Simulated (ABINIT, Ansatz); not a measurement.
# A GW run on BaTiO3 (P4mm) in ABINIT, with inputs changed, part 2 of 2

Aim: change inputs of a GW run on BaTiO3 (P4mm) and see what moves.

ABINIT 10.8.3; PBE and many-body steps on it, plane waves. Known limits of the many-body steps: not at the basis limit; no spin-orbit coupling; coarse k mesh.

So far. Step 2 (Screening, 4×4×4 mesh, 118 bands, screening to 141.5 eV): Local fields lower ε∞ by 8 %. On a Γ-centred mesh this coarse the value itself is usually too large, while a short band sum pulls it down. Step 3 (Base): The gap on the mesh goes from 1.83 eV to 3.29 eV, a correction of +1.46 eV.

The database entry behind the starting cell differs from later determinations by our own check (c/a about 0.6 % short), so it need not match the best structure at ambient conditions.

## (4) No symmetry in the self-energy

Level of this step: G0W0 on PBE, plane waves, norm-conserving pseudopotentials (ABINIT).

run.abi

```
acell 3*1.0 Angstrom
rprim 
  3.999800000000 0.000000000000 0.000000000000
  0.000000000000 3.999800000000 0.000000000000
  0.000000000000 0.000000000000 4.018000000000
ntypat 3
znucl 56 22 8
natom 5
typat 1 2 3 3 3
xred 
  0.000000000000 0.000000000000 0.000000000000
  0.500000000000 0.500000000000 0.490000000000
  0.500000000000 0.500000000000 0.019000000000
  0.500000000000 0.000000000000 0.517000000000
  0.000000000000 0.500000000000 0.517000000000
pp_dirpath "pseudos"
pseudos "Ba.upf, Ti.upf, O.upf"
ecut 38
ngkpt 4 4 4
nshiftk 1
shiftk 0 0 0
kptopt 1
chksymbreak 0
istwfk *1
occopt 1
irdwfk 1
optdriver 4
nband 118
gwcalctyp 0
ecutsigx 38
symsigma 0
nkptgw 2
kptgw 
  0.5000000000 0.5000000000 0.5000000000
  0.0000000000 0.0000000000 0.0000000000
bdgw 
  18 23
  19 23
ecuteps 5.2
irdscr 1
ppmodel 1
indata_prefix "in"
outdata_prefix "out"
tmpdata_prefix "tmp"
```

Launch:

```
> OMP_NUM_THREADS=1 mpirun -n 4 abinit run.abi > log
```

What it wrote:

```text
.Version 10.8.3 of ABINIT. v10.8.2 released Aug 2026.

 Symmetries : space group P4 m m (# 99); Bravais tP (primitive tetrag.)
[... echo of the input left out ...]
== DATASET  1 ==================================================================
-   mpi_nproc: 4, omp_nthreads: 1 (-1 if OMP is not activated)

--- !DatasetInfo
iteration_state: {dtset: 1, }
dimensions: {natom: 5, nkpt: 18, mband: 118, nsppol: 1, nspinor: 1, nspden: 1, mpw: 4929, }
cutoff_energies: {ecut:  38.0, pawecutdg:  -1.0, }
electrons: {nelect:   4.00000000E+01, charge:   0.00000000E+00, occopt:   1.00000000E+00, tsmear:   1.00000000E-02, }

 SIGMA: Calculation of the GW corrections

 Based on a program developped by R.W. Godby, V. Olevano, G. Onida, and L. Reining.
 Incorporated in ABINIT by V. Olevano, G.-M. Rignanese, and M. Torrent.
.Using double precision arithmetic ; gwpc =  8

[... cell and pseudopotentials left out ...]
--------------------------------------------------------------------------------

 ==== K-mesh for the wavefunctions ====
 Number of points in the irreducible wedge :    18
[... list of points left out ...]
 Together with  8 symmetry operations and time-reversal symmetry
 yields    64 points in the full Brillouin Zone.

 ==== Q-mesh for screening function ====
 Number of points in the irreducible wedge :    18
[... list of points left out ...]
 Together with  8 symmetry operations and time-reversal symmetry
 yields    64 points in the full Brillouin Zone.

 vcoul_init : cutoff-mode = AUXILIARY_FUNCTION
 q-points for optical limit:   1
     1)      0.000010    0.000020    0.000030
 setmesh: FFT mesh size selected  =    45x   45x   45
          total number of points  =        91125

 Number of electrons calculated from density =   40.0000; Expected =   40.0000
[...]
number of omega for Sigma on real axis              0
 max omega for Sigma on real axis  [eV]           0.00
 zcut for avoiding poles [eV]                     0.10

 EPSILON^-1 parameters (SCR file):
 dimension of the eps^-1 matrix on file            251
 dimension of the eps^-1 matrix used               251
 number of plane-waves for wavefunctions          4929
 number of bands                                   118
 number of q-points in IBZ                          18
 number of frequencies                               2
 number of real frequencies                          1
 number of imag frequencies                          1

 matrix elements of self-energy operator (all in [eV])

 Perturbative Calculation

--- !SelfEnergy_ee
iteration_state: {dtset: 1, }
kpoint     : [   0.500,    0.500,    0.500, ]
spin       : 1
KS_gap     :    4.212
QP_gap     :    6.002
Delta_QP_KS:    1.791
data: !SigmaeeData |
     Band     E0 <VxcDFT>   SigX SigC(E0)      Z dSigC/dE  Sig(E)    E-E0       E
       18   6.549 -19.970 -25.000   5.100   0.763  -0.310 -19.916   0.053   6.602
       19   6.549 -19.970 -25.000   5.100   0.763  -0.310 -19.916   0.053   6.602
       20   6.633 -19.991 -25.032   5.132   0.762  -0.312 -19.922   0.069   6.702
[...]
--- !SelfEnergy_ee
iteration_state: {dtset: 1, }
kpoint     : [   0.000,    0.000,    0.000, ]
spin       : 1
KS_gap     :    2.106
QP_gap     :    3.573
Delta_QP_KS:    1.467
data: !SigmaeeData |
     Band     E0 <VxcDFT>   SigX SigC(E0)      Z dSigC/dE  Sig(E)    E-E0       E
[...]
22   8.671 -19.000 -11.886  -5.132   0.777  -0.287 -17.461   1.539  10.209
       23   8.671 -19.000 -11.886  -5.132   0.777  -0.287 -17.461   1.539  10.209

== END DATASET(S) ==============================================================
================================================================================

 -outvars: echo values of variables after computation  --------
           etotal      0.0000000000E+00
            nband         118
             nkpt          18
          spgroup          99
 [... the other variables as echoed above ...]

 Calculation completed.
```

Elapsed: 59 s, on 4 MPI ranks of Arm Neoverse V2, shared host; peak memory 1.6 GiB.

This step gave:

| Property | Result |
| --- | --- |
| G0W0 gap on the points computed | 3.286 eV |
| starting gap on the mesh | 1.826 eV |
| k of the valence top | 0.5, 0.5, 0.5 |
| k of the conduction bottom | 0, 0, 0 |
| Z at the valence top | 0.762 |
| Z at the conduction bottom | 0.778 |
| least direct G0W0 gap on the computed points | 3.573 eV |

Against G0W0 in ABINIT (4×4×4 mesh, 118 bands, screening to 141.5 eV, Godby-Needs plasmon pole), the gap moves by +0.000 eV.

## (5) Exchange cutoff of one hartree

run.abi, as its differences from that of step 4:

```diff
@@ -29,4 +29,4 @@
 gwcalctyp 0
-ecutsigx 38
-symsigma 0
+ecutsigx 1
+symsigma 1
 nkptgw 2
```

What it wrote:

```text
.Version 10.8.3 of ABINIT. v10.8.2 released Aug 2026.

 Symmetries : space group P4 m m (# 99); Bravais tP (primitive tetrag.)
[... echo of the input left out ...]
== DATASET  1 ==================================================================
-   mpi_nproc: 4, omp_nthreads: 1 (-1 if OMP is not activated)

--- !DatasetInfo
iteration_state: {dtset: 1, }
dimensions: {natom: 5, nkpt: 18, mband: 118, nsppol: 1, nspinor: 1, nspden: 1, mpw: 4929, }
cutoff_energies: {ecut:  38.0, pawecutdg:  -1.0, }
electrons: {nelect:   4.00000000E+01, charge:   0.00000000E+00, occopt:   1.00000000E+00, tsmear:   1.00000000E-02, }

 SIGMA: Calculation of the GW corrections

 Based on a program developped by R.W. Godby, V. Olevano, G. Onida, and L. Reining.
 Incorporated in ABINIT by V. Olevano, G.-M. Rignanese, and M. Torrent.
.Using double precision arithmetic ; gwpc =  8

[... cell and pseudopotentials left out ...]
--------------------------------------------------------------------------------

 ==== K-mesh for the wavefunctions ====
 Number of points in the irreducible wedge :    18
[... list of points left out ...]
 Together with  8 symmetry operations and time-reversal symmetry
 yields    64 points in the full Brillouin Zone.

 ==== Q-mesh for screening function ====
 Number of points in the irreducible wedge :    18
[... list of points left out ...]
 Together with  8 symmetry operations and time-reversal symmetry
 yields    64 points in the full Brillouin Zone.

 vcoul_init : cutoff-mode = AUXILIARY_FUNCTION
 q-points for optical limit:   1
     1)      0.000010    0.000020    0.000030
 setmesh: FFT mesh size selected  =    24x   24x   24
          total number of points  =        13824

 Number of electrons calculated from density =   40.0000; Expected =   40.0000
[...]
number of omega for Sigma on real axis              0
 max omega for Sigma on real axis  [eV]           0.00
 zcut for avoiding poles [eV]                     0.10

 EPSILON^-1 parameters (SCR file):
 dimension of the eps^-1 matrix on file            251
 dimension of the eps^-1 matrix used                19
 number of plane-waves for wavefunctions          4929
 number of bands                                   118
 number of q-points in IBZ                          18
 number of frequencies                               2
 number of real frequencies                          1
 number of imag frequencies                          1

 matrix elements of self-energy operator (all in [eV])

 Perturbative Calculation

--- !SelfEnergy_ee
iteration_state: {dtset: 1, }
kpoint     : [   0.500,    0.500,    0.500, ]
spin       : 1
KS_gap     :    4.212
QP_gap     :    7.857
Delta_QP_KS:    3.646
data: !SigmaeeData |
     Band     E0 <VxcDFT>   SigX SigC(E0)      Z dSigC/dE  Sig(E)    E-E0       E
       18   6.549 -19.970 -15.984   4.074   0.821  -0.218 -13.353   6.617  13.166
       19   6.549 -19.970 -15.984   4.074   0.821  -0.218 -13.353   6.617  13.166
       20   6.633 -19.991 -15.997   4.091   0.820  -0.219 -13.358   6.633  13.266
[...]
--- !SelfEnergy_ee
iteration_state: {dtset: 1, }
kpoint     : [   0.000,    0.000,    0.000, ]
spin       : 1
KS_gap     :    2.106
QP_gap     :    3.739
Delta_QP_KS:    1.633
data: !SigmaeeData |
     Band     E0 <VxcDFT>   SigX SigC(E0)      Z dSigC/dE  Sig(E)    E-E0       E
[...]
22   8.671 -19.000  -4.180  -4.376   0.814  -0.229 -10.503   8.497  17.168
       23   8.671 -19.000  -4.180  -4.376   0.814  -0.229 -10.503   8.497  17.168

== END DATASET(S) ==============================================================
================================================================================

 -outvars: echo values of variables after computation  --------
           etotal      0.0000000000E+00
            nband         118
             nkpt          18
          spgroup          99
 [... the other variables as echoed above ...]

 Calculation completed.
```

Wall time 4 s (4 MPI ranks); peak memory 0.95 GiB.

The run ended normally, though the input holds a fault or crude settings.

The fault put into this input: exchange cutoff of one hartree. It printed a gap of 3.63 eV, an artefact of the input.

## (6) The runs together

Times are wall times on 4 MPI ranks of Arm Neoverse V2, shared host, good to a factor of about two. A run's time includes the screening step that it read.

| run | mesh | bands | screening cutoff (eV) | DFT gap (eV) | gap on the mesh (eV) | direct (eV) | ε∞ used | time |
| --- | --- | --- | --- | --- | --- | --- | --- | --- |
| base | 4×4×4 | 118 | 141.5 | 1.826 | 3.286 | 3.573 | 6.18 | 2.8 min |
| no symmetry in the self-energy | 4×4×4 | 118 | 141.5 | 1.826 | 3.286 | 3.573 | 6.18 | 3.4 min |

## (7) Summary of results

```yaml
base: 3.286 eV
no_symmetry_in_the_self_energy: 3.286 eV
known_limits: not at the basis limit; no spin-orbit coupling; coarse k mesh
```

In words: No symmetry in the self-energy: no change against base (keys changed: symsigma). Bands and cutoff are finite, so the gap is not at the basis limit. The miss can reach some tenths of an eV and take either sign; the mesh is an error of its own. In the G0W0 runs levels were corrected at 2 k points alone, so a gap called «on the mesh» is the least over those, and an edge elsewhere would be missed. The 4×4×4 mesh is coarse for this cell, which bears on the long-range parts of exchange and screening. The many-body steps are scalar-relativistic: spin-orbit coupling is not in them.

[Paths, hosts, dates, memory and timing lines, banners, echoed tables and standing remarks are left out of the program output.]

[Logs are printed without paths, hosts, clocks, repeated set-up lines and the standing remarks that a program may print on its own settings, such as how far it seeks lower states.]

[Runs of the session that timed out or met a known fault of the program may be left out.]

[Hosts, paths, dates, database ids (printed as entryN), source tags and the programs' standing remarks are cut or masked in the printed files.]

[G0W0 gaps are taken among the corrected bands and points alone; a level outside them can change the order at an edge.]

[Where Ansatz stands beside ABINIT at settings called matched, ABINIT's density can come from a denser mesh and the files from another edition; pairs whose starting gaps differed by over 0.03 eV were left out, so agreement reads better than it is.]
